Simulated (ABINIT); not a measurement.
# A GW chain in ABINIT: Al2O3 (Corundum)

How does a plane-wave GW calculation on Al2O3 (Corundum) run from the first input to the gap?

Calculated with ABINIT 10.8.3; PBE and many-body steps on it, plane waves.

**What was measured.**

- Gap 8.7 eV: optical band gap of host from absorption; optical absorption, quoted from earlier work; bulk crystal (high-purity reference sample) (quoted in “Multi-petahertz electron interference in Cr:Al2O3 solid-state material”, 2018, pmc:5906618).

**1. Starting point**

The structure is trigonal, space group R-3c (No. 167). The conventional cell has a = 4.760 Å, b = 4.760 Å, c = 12.996 Å, α = 90.00°, β = 90.00°, γ = 120.00°. Nearest to Al lie 6 O at 1.85 to 1.97 Å. Nearest to O lie 4 Al at 1.85 to 1.97 Å. Farther neighbours and most contacts between anions are not listed.

The cell and positions come from the Crystallography Open Database and are kept as given unless a step says otherwise.

**2. Ground state**

This step: ABINIT 10.8.3; DFT, PBE, plane waves, norm-conserving pseudopotentials.

The ground-state density comes first.

Input file run.abi:

```
acell 3*1.0 Angstrom
rprim 
  2.380249999995 1.374237978213 4.331866666707
  -2.380249999995 1.374237978213 4.331866666707
  -0.000000000000 -2.748475956495 4.331866666685
ntypat 2
znucl 13 8
natom 10
typat 1 1 1 1 2 2 2 2 2 2
xred 
  0.352160000000 0.352160000000 0.352160000000
  0.147840000000 0.147840000000 0.147840000000
  0.647840000000 0.647840000000 0.647840000000
  0.852160000000 0.852160000000 0.852160000000
  0.556680000000 0.943320000000 0.250000000000
  0.250000000000 0.556680000000 0.943320000000
  0.943320000000 0.250000000000 0.556680000000
  0.443320000000 0.056680000000 0.750000000000
  0.750000000000 0.443320000000 0.056680000000
  0.056680000000 0.750000000000 0.443320000000
pp_dirpath "pseudos"
pseudos "Al.upf, O.upf"
ecut 36
ngkpt 6 6 6
nshiftk 1
shiftk 0 0 0
kptopt 1
chksymbreak 0
nband 33
occopt 1
tolvrs 1e-10
nstep 60
prtwf 0
optforces 0
optstress 0
indata_prefix "in"
outdata_prefix "out"
tmpdata_prefix "tmp"
```

Command:

```sh
OMP_NUM_THREADS=1 mpirun -n 8 abinit run.abi > log
```

Numbers of over 12 decimals in the logs are rounded to 6 here.

The program printed:

```text
.Version 10.8.3 of ABINIT. v10.8.2 released Aug 2026.

 Symmetries : space group R-3 c (#167); Bravais hR (rhombohedral)
================================================================================
 Values of the parameters that define the memory need of the present run
     intxc =       0    ionmov =       0      iscf =       7    lmnmax =       6
     lnmax =       6     mgfft =      54  mpssoang =       3    mqgrid =    3001
     natom =      10  nloc_mem =       1    nspden =       1   nspinor =       1
    nsppol =       1      nsym =      12    n1xccc =    2501    ntypat =       2
    occopt =       1   xclevel =       2
-    mband =          33        mffmem =           1         mkmem =           4
       mpw =        5939          nfft =      157464          nkpt =          32
================================================================================
  Rough estimation (10% accuracy) of disk space for files :
================================================================================

--------------------------------------------------------------------------------
------------- Echo of variables that govern the present computation ------------
--------------------------------------------------------------------------------
 -outvars: echo values of preprocessed input variables --------
            acell      1.8897261259E+00  1.8897261259E+00  1.8897261259E+00 Bohr

      chksymbreak           0
             ecut      3.60000000E+01 Hartree
-          fftalg         312

              ixc     -101130
              kpt      0.00000000E+00  0.00000000E+00  0.00000000E+00
                       1.66666667E-01  0.00000000E+00  0.00000000E+00
                       3.33333333E-01  0.00000000E+00  0.00000000E+00
                       5.00000000E-01  0.00000000E+00  0.00000000E+00
                       1.66666667E-01  1.66666667E-01  0.00000000E+00
                       3.33333333E-01  1.66666667E-01  0.00000000E+00
                       5.00000000E-01  1.66666667E-01  0.00000000E+00
                      -3.33333333E-01  1.66666667E-01  0.00000000E+00
                      -1.66666667E-01  1.66666667E-01  0.00000000E+00
   [... 21 further rows ...]
                      -3.33333333E-01  5.00000000E-01  3.33333333E-01
                       5.00000000E-01  5.00000000E-01  5.00000000E-01
         kptrlatt        6    0    0      0    6    0      0    0    6
          kptrlen      5.39762473E+01
P           mkmem           4
            natom          10
            nband          33
            ngfft          54      54      54
             nkpt          32
            nstep          60
             nsym          12
           ntypat           2
              occ      2.000000  2.000000  2.000000  2.000000  2.000000  2.000000
                       2.000000  2.000000  2.000000  2.000000  2.000000  2.000000
                       2.000000  2.000000  2.000000  2.000000  2.000000  2.000000
                       2.000000  2.000000  2.000000  2.000000  2.000000  2.000000
                       0.000000  0.000000  0.000000  0.000000  0.000000  0.000000
[...]
optforces           0
        optstress           0
            prtwf           0
            rprim      2.3802500000E+00  1.3742379782E+00  4.3318666667E+00
[...]
spgroup         167

           tolvrs      1.00000000E-10

             xred      3.5216000000E-01  3.5216000000E-01  3.5216000000E-01
[...]
znucl       13.00000    8.00000

================================================================================

 chkinp: Checking input parameters for consistency.

================================================================================
== DATASET  1 ==================================================================
-   mpi_nproc: 8, omp_nthreads: 1 (-1 if OMP is not activated)

--- !DatasetInfo
iteration_state: {dtset: 1, }
dimensions: {natom: 10, nkpt: 32, mband: 33, nsppol: 1, nspinor: 1, nspden: 1, mpw: 5939, }
cutoff_energies: {ecut:  36.0, pawecutdg:  -1.0, }
electrons: {nelect:   4.80000000E+01, charge:   0.00000000E+00, occopt:   1.00000000E+00, tsmear:   1.00000000E-02, }

 Real(R)+Recip(G) space primitive vectors, cartesian coordinates (Bohr,Bohr^-1):
 R(1)=  4.4980206  2.5969334  8.1860416  G(1)=  0.1111600  0.0641783  0.0407197
 R(2)= -4.4980206  2.5969334  8.1860416  G(2)= -0.1111600  0.0641783  0.0407197
 R(3)=  0.0000000 -5.1938668  8.1860416  G(3)=  0.0000000 -0.1283565  0.0407197
 Unit cell volume ucvol=  5.7372986E+02 bohr^3
 Angles (23,13,12)=  5.52866708E+01  5.52866708E+01  5.52866708E+01 degrees

 getcut: wavevector=  0.0000  0.0000  0.0000  ngfft=  54  54  54
         ecut(hartree)=     36.000   => boxcut(ratio)=   2.06269

--- Pseudopotential description ------------------------------------------------
- Al Generated using ONCVPSP code by D. R. Hamann
- 13.00000   3.00000  171031                  znucl, zion, pspdat
12 -101130 2 -1 1876                          pspcod,pspxc,lmax,lloc,mmax
     nproj     2     2     2
  pspatm : epsatm=    4.08140545
         --- l  ekb(1:nproj) -->
[...]
pspatm: atomic psp has been read  and splines computed

- O Generated using ONCVPSP code by D. R. Hamann
-  8.00000   6.00000  171031                  znucl, zion, pspdat
12 -101130 2 -1 936                           pspcod,pspxc,lmax,lloc,mmax
     nproj     2     2     1
  pspatm : epsatm=    6.19545534
         --- l  ekb(1:nproj) -->
[...]
2   -1.331955
 pspatm: atomic psp has been read  and splines computed

   2.56792098E+03                                ecore*ucvol(ha*bohr**3)
--------------------------------------------------------------------------------

_setup2: Arith. and geom. avg. npw (full set) are    5919.005    5918.995

================================================================================

--- !BeginCycle
iteration_state: {dtset: 1, }
solver: {iscf: 7, nstep: 60, nline: 4, wfoptalg: 0, }
tolerances: {tolvrs: 1.00E-10, }

     iter   Etot(hartree)      deltaE(h)  residm     vres2
 ETOT  1  -108.56861779561    -1.086E+02 9.232E-02 1.524E+03
 ETOT  2  -108.71438328984    -1.458E-01 4.345E-02 1.233E+03
 ETOT  3  -109.11643316919    -4.020E-01 1.922E-02 4.671E+00
 ETOT  4  -109.11824809159    -1.815E-03 6.059E-03 1.559E-02
 ETOT  5  -109.11825252940    -4.438E-06 3.205E-03 9.578E-04
 ETOT  6  -109.11825269330    -1.639E-07 2.573E-03 5.364E-06
 ETOT  7  -109.11825269392    -6.181E-10 8.856E-04 4.549E-07
 ETOT  8  -109.11825269401    -8.436E-11 8.923E-04 1.067E-08
 ETOT  9  -109.11825269401    -2.700E-13 3.660E-04 2.557E-10
 ETOT 10  -109.11825269401    -3.084E-12 2.600E-04 1.040E-11

 At SCF step   10       vres2   =  1.04E-11 < tolvrs=  1.00E-10 =>converged.

--- !ResultsGS
iteration_state: {dtset: 1, }
comment   : Summary of ground state results
lattice_vectors:
- [  4.4980206,   2.5969334,   8.1860416, ]
- [ -4.4980206,   2.5969334,   8.1860416, ]
- [ -0.0000000,  -5.1938668,   8.1860416, ]
lattice_lengths: [   9.69472,    9.69472,    9.69472, ]
lattice_angles: [ 55.287,  55.287,  55.287, ] # degrees, (23, 13, 12)
lattice_volume:   5.7372986E+02
convergence: {deltae: -3.084E-12, res2:  1.040E-11, residm:  2.600E-04, diffor:  0.000E+00, }
etotal    :  -1.09118253E+02
entropy   :   0.00000000E+00
fermie    :   1.90422253E-01
cartesian_stress_tensor: null
pressure_GPa: null
xred      :
- [  3.5216E-01,   3.5216E-01,   3.5216E-01, Al]
- [  1.4784E-01,   1.4784E-01,   1.4784E-01, Al]
- [  6.4784E-01,   6.4784E-01,   6.4784E-01, Al]
- [  8.5216E-01,   8.5216E-01,   8.5216E-01, Al]
- [  5.5668E-01,   9.4332E-01,   2.5000E-01,  O]
- [  2.5000E-01,   5.5668E-01,   9.4332E-01,  O]
- [  9.4332E-01,   2.5000E-01,   5.5668E-01,  O]
- [  4.4332E-01,   5.6680E-02,   7.5000E-01,  O]
- [  7.5000E-01,   4.4332E-01,   5.6680E-02,  O]
- [  5.6680E-02,   7.5000E-01,   4.4332E-01,  O]
cartesian_forces: null
force_length_stats: {min: null, max: null, mean: null, }

 Integrated electronic density in atomic spheres:
 ------------------------------------------------
 Atom  Sphere_radius  Integrated_density
[...]
================================================================================

 ----iterations are completed or convergence reached----

 Mean square residual over all n,k,spin=   27.214E-07; max=  26.000E-05
 reduced coordinates (array xred) for   10 atoms
[...]
0.250000000000      0.556680000000      0.943320000000
       0.943320000000      0.250000000000      0.556680000000
       0.443320000000      0.056680000000      0.750000000000
       0.750000000000      0.443320000000      0.056680000000
       0.056680000000      0.750000000000      0.443320000000
 rms dE/dt=  0.0000E+00; max dE/dt=  0.0000E+00; dE/dt below (all hartree)
    1       0.000000000000      0.000000000000      0.000000000000
    2       0.000000000000      0.000000000000      0.000000000000
    3       0.000000000000      0.000000000000      0.000000000000
    4       0.000000000000      0.000000000000      0.000000000000
    5       0.000000000000      0.000000000000      0.000000000000
    6       0.000000000000      0.000000000000      0.000000000000
    7       0.000000000000      0.000000000000      0.000000000000
    8       0.000000000000      0.000000000000      0.000000000000
    9       0.000000000000      0.000000000000      0.000000000000
   10       0.000000000000      0.000000000000      0.000000000000

 cartesian coordinates (angstrom) at end:
[...]
6     -0.729975    -1.484122     7.580767
    7      1.650275     0.109884     7.580767
    8      0.920300    -1.374238     5.414833
    9      0.729975     1.484122     5.414833
   10     -1.650275    -0.109884     5.414833
 length scales=  1.889726125908  1.889726125908  1.889726125908 bohr
              =  1.000000000000  1.000000000000  1.000000000000 angstroms
 prteigrs : about to open file out_EIG
 Fermi (or HOMO) energy (hartree) =   0.19042   Average Vxc (hartree)=  -0.42200
 Eigenvalues (hartree) for nkpt=  32  k points:
 kpt#   1, nband= 33, wtk=  0.00463, kpt=  0.0000  0.0000  0.0000 (reduced coord)
  -0.51404   -0.42818   -0.41791   -0.41791   -0.40624   -0.40624   -0.06247   -0.02571
  -0.01292   -0.01292    0.02849    0.03206    0.03206    0.06905    0.08213    0.13786
   0.13786    0.14281    0.14281    0.17247    0.17247    0.18878    0.18878    0.19042
   0.42070    0.52806    0.58648    0.61540    0.61540    0.62103    0.64669    0.64670
   0.64831
 prteigrs : prtvol=0 or 1, do not print more k-points.

--- !EnergyTerms
iteration_state     : {dtset: 1, }
comment             : Components of total free energy in Hartree
kinetic             :  7.20682127625943E+01
hartree             :  2.66734646915447E+01
xc                  : -3.01908344679662E+01
Ewald energy        : -8.81149730954744E+01
psp_core            :  4.47583638932495E+00
local_psp           : -7.93092830893809E+01
non_local_psp       : -1.47206758846522E+01
total_energy        : -1.09118252694010E+02
total_energy_eV     : -2.96925892054326E+03
band_energy         : -2.03056298659834E+00

== END DATASET(S) ==============================================================
================================================================================

 -outvars: echo values of variables after computation  --------
           etotal     -1.0911825269E+02
            nband          33
             nkpt          32
          spgroup         167
 [... the other variables as echoed above ...]

 Calculation completed.
```

It took 52 s on 8 MPI ranks of Intel Xeon Platinum 8488C (Sapphire Rapids), shared host; peak memory 0.9 GiB.

This step gave:

| Property | Result |
| --- | --- |
| total energy | -2969.2589 eV |
| gap | 6.266 eV |
| k of the valence top | 0, 0, 0 |
| k of the conduction bottom | 0, 0, 0 |
| least direct gap | 6.266 eV |

The gap is direct, at Γ.

**3. Empty states on the mesh, 4×4×4 mesh, 62 bands**

The sums over transitions need many empty states on a uniform mesh; this step solves for them.

Changes to run.abi since step 2:

```diff
@@ -23,3 +23,3 @@
 ecut 36
-ngkpt 6 6 6
+ngkpt 4 4 4
 nshiftk 1
@@ -28,9 +28,10 @@
 chksymbreak 0
-nband 33
-occopt 1
-tolvrs 1e-10
+iscf -2
+irdden 1
+istwfk *1
+nband 62
+nbdbuf 4
+tolwfr 1e-09
 nstep 60
-prtwf 0
-optforces 0
-optstress 0
+prtvol 0
 indata_prefix "in"
```

The program printed:

```text
.Version 10.8.3 of ABINIT. v10.8.2 released Aug 2026.

 Symmetries : space group R-3 c (#167); Bravais hR (rhombohedral)
[... echo of the input left out ...]
== DATASET  1 ==================================================================
-   mpi_nproc: 8, omp_nthreads: 1 (-1 if OMP is not activated)
-    --> not optimal distribution: autoparal keyword recommended in input file <--

--- !DatasetInfo
iteration_state: {dtset: 1, }
dimensions: {natom: 10, nkpt: 13, mband: 62, nsppol: 1, nspinor: 1, nspden: 1, mpw: 5940, }
cutoff_energies: {ecut:  36.0, pawecutdg:  -1.0, }
electrons: {nelect:   4.80000000E+01, charge:   0.00000000E+00, occopt:   1.00000000E+00, tsmear:   1.00000000E-02, }

 Real(R)+Recip(G) space primitive vectors, cartesian coordinates (Bohr,Bohr^-1):
 R(1)=  4.4980206  2.5969334  8.1860416  G(1)=  0.1111600  0.0641783  0.0407197
 R(2)= -4.4980206  2.5969334  8.1860416  G(2)= -0.1111600  0.0641783  0.0407197
 R(3)=  0.0000000 -5.1938668  8.1860416  G(3)=  0.0000000 -0.1283565  0.0407197
 Unit cell volume ucvol=  5.7372986E+02 bohr^3
 Angles (23,13,12)=  5.52866708E+01  5.52866708E+01  5.52866708E+01 degrees

 getcut: wavevector=  0.0000  0.0000  0.0000  ngfft=  54  54  54
         ecut(hartree)=     36.000   => boxcut(ratio)=   2.06269

--- Pseudopotential description ------------------------------------------------
- Al Generated using ONCVPSP code by D. R. Hamann
- 13.00000   3.00000  171031                  znucl, zion, pspdat
12 -101130 2 -1 1876                          pspcod,pspxc,lmax,lloc,mmax
     nproj     2     2     2
  pspatm : epsatm=    4.08140545
         --- l  ekb(1:nproj) -->
             0    5.126667    0.728291
             1    7.287548    0.832437
             2   -2.770497   -0.637722
 pspatm: atomic psp has been read  and splines computed

- O Generated using ONCVPSP code by D. R. Hamann
-  8.00000   6.00000  171031                  znucl, zion, pspdat
12 -101130 2 -1 936                           pspcod,pspxc,lmax,lloc,mmax
     nproj     2     2     1
  pspatm : epsatm=    6.19545534
         --- l  ekb(1:nproj) -->
[...]
2   -1.331955
 pspatm: atomic psp has been read  and splines computed

--------------------------------------------------------------------------------

================================================================================
 prteigrs : about to open file out_EIG
 Non-SCF case, kpt    1 (  0.00000  0.00000  0.00000), residuals and eigenvalues=
  2.45E-10  2.54E-10  1.49E-10  9.09E-10  1.96E-10  9.63E-10  2.71E-10  5.23E-10
  5.74E-10  8.52E-10  2.49E-10  4.23E-10  8.73E-10  2.96E-10  1.58E-10  2.91E-10
  8.37E-10  3.05E-10  7.08E-10  2.00E-10  8.08E-10  5.60E-10  7.08E-10  5.59E-10
[...]
5.32E-10  8.84E-10  3.73E-07  1.75E-06  3.32E-07  8.99E-06
 -5.1404E-01 -4.2818E-01 -4.1791E-01 -4.1791E-01 -4.0624E-01 -4.0624E-01
 -6.2473E-02 -2.5715E-02 -1.2918E-02 -1.2918E-02  2.8486E-02  3.2059E-02
[...]
1.0747E+00  1.0765E+00  1.0765E+00  1.0932E+00  1.1800E+00  1.1800E+00
  1.1836E+00  1.2256E+00
 prteigrs : prtvol=0 or 1, do not print more k-points.

--- !ResultsGS
iteration_state: {dtset: 1, }
comment   : Summary of ground state results
lattice_vectors:
- [  4.4980206,   2.5969334,   8.1860416, ]
- [ -4.4980206,   2.5969334,   8.1860416, ]
- [ -0.0000000,  -5.1938668,   8.1860416, ]
lattice_lengths: [   9.69472,    9.69472,    9.69472, ]
lattice_angles: [ 55.287,  55.287,  55.287, ] # degrees, (23, 13, 12)
lattice_volume:   5.7372986E+02
convergence: {deltae:  0.000E+00, res2:  0.000E+00, residm:  9.992E-10, diffor:  0.000E+00, }
etotal    :  -1.09118253E+02
entropy   :   0.00000000E+00
fermie    :   1.90422253E-01
cartesian_stress_tensor: null
pressure_GPa: null
xred      :
- [  3.5216E-01,   3.5216E-01,   3.5216E-01, Al]
- [  1.4784E-01,   1.4784E-01,   1.4784E-01, Al]
- [  6.4784E-01,   6.4784E-01,   6.4784E-01, Al]
- [  8.5216E-01,   8.5216E-01,   8.5216E-01, Al]
- [  5.5668E-01,   9.4332E-01,   2.5000E-01,  O]
- [  2.5000E-01,   5.5668E-01,   9.4332E-01,  O]
- [  9.4332E-01,   2.5000E-01,   5.5668E-01,  O]
- [  4.4332E-01,   5.6680E-02,   7.5000E-01,  O]
- [  7.5000E-01,   4.4332E-01,   5.6680E-02,  O]
- [  5.6680E-02,   7.5000E-01,   4.4332E-01,  O]
cartesian_forces: null
force_length_stats: {min: null, max: null, mean: null, }

 Integrated electronic density in atomic spheres:
 ------------------------------------------------
 Atom  Sphere_radius  Integrated_density
[...]
================================================================================

 ----iterations are completed or convergence reached----

 Mean square residual over all n,k,spin=   52.590E-11; max=  99.923E-11
 reduced coordinates (array xred) for   10 atoms
[...]
0.750000000000      0.443320000000      0.056680000000
       0.056680000000      0.750000000000      0.443320000000

 cartesian coordinates (angstrom) at end:
    1      0.000000    -2.43e-11     4.576530
    2      0.000000    -1.02e-11     1.921270
    3     -0.000000    -4.47e-11     8.419070
[...]
9      0.729975     1.484122     5.414833
   10     -1.650275    -0.109884     5.414833
 length scales=  1.889726125908  1.889726125908  1.889726125908 bohr
              =  1.000000000000  1.000000000000  1.000000000000 angstroms
 prteigrs : about to open file out_EIG
 Eigenvalues (hartree) for nkpt=  13  k points:
 kpt#   1, nband= 62, wtk=  0.01563, kpt=  0.0000  0.0000  0.0000 (reduced coord)
[...]
0.77535    0.86456    0.86456    0.87916    0.87916    0.92872    0.93202    0.93457
   0.94148    0.94148    0.96383    0.96383    1.06785    1.06785    1.07468    1.07655
   1.07655    1.09323    1.17996    1.17996    1.18365    1.22555
 prteigrs : prtvol=0 or 1, do not print more k-points.

== END DATASET(S) ==============================================================
================================================================================

 -outvars: echo values of variables after computation  --------
            nband          62
             nkpt          13
          spgroup         167
 [... the other variables as echoed above ...]

 Calculation completed.
```

Elapsed: 35 s, on 8 MPI ranks; peak memory 0.72 GiB.

Numbers from this step:

| Quantity | Value |
| --- | --- |
| gap | 6.266 eV |
| k of the valence top | 0, 0, 0 |
| k of the conduction bottom | 0, 0, 0 |
| least direct gap | 6.266 eV |
| k points computed | 13 |
| lowest point of the top converged band, above the valence top | 24.57 eV |

On this mesh the gap is 6.266 eV.

(Continued in part 2 of 2.)

[Paths, hosts, dates, memory and timing lines, banners, echoed tables and standing remarks are left out of the program output.]

[Logs are printed without paths, hosts, clocks, repeated set-up lines and the standing remarks that a program may print on its own settings, such as how far it seeks lower states.]

[Runs of the session that timed out or met a known fault of the program may be left out.]

[Hosts, paths, dates, database ids (printed as entryN), source tags and the programs' standing remarks are cut or masked in the printed files.]

[G0W0 gaps are taken among the corrected bands and points alone; a level outside them can change the order at an edge.]

[Where Ansatz stands beside ABINIT at settings called matched, ABINIT's density can come from a denser mesh and the files from another edition; pairs whose starting gaps differed by over 0.03 eV were left out, so agreement reads better than it is.]
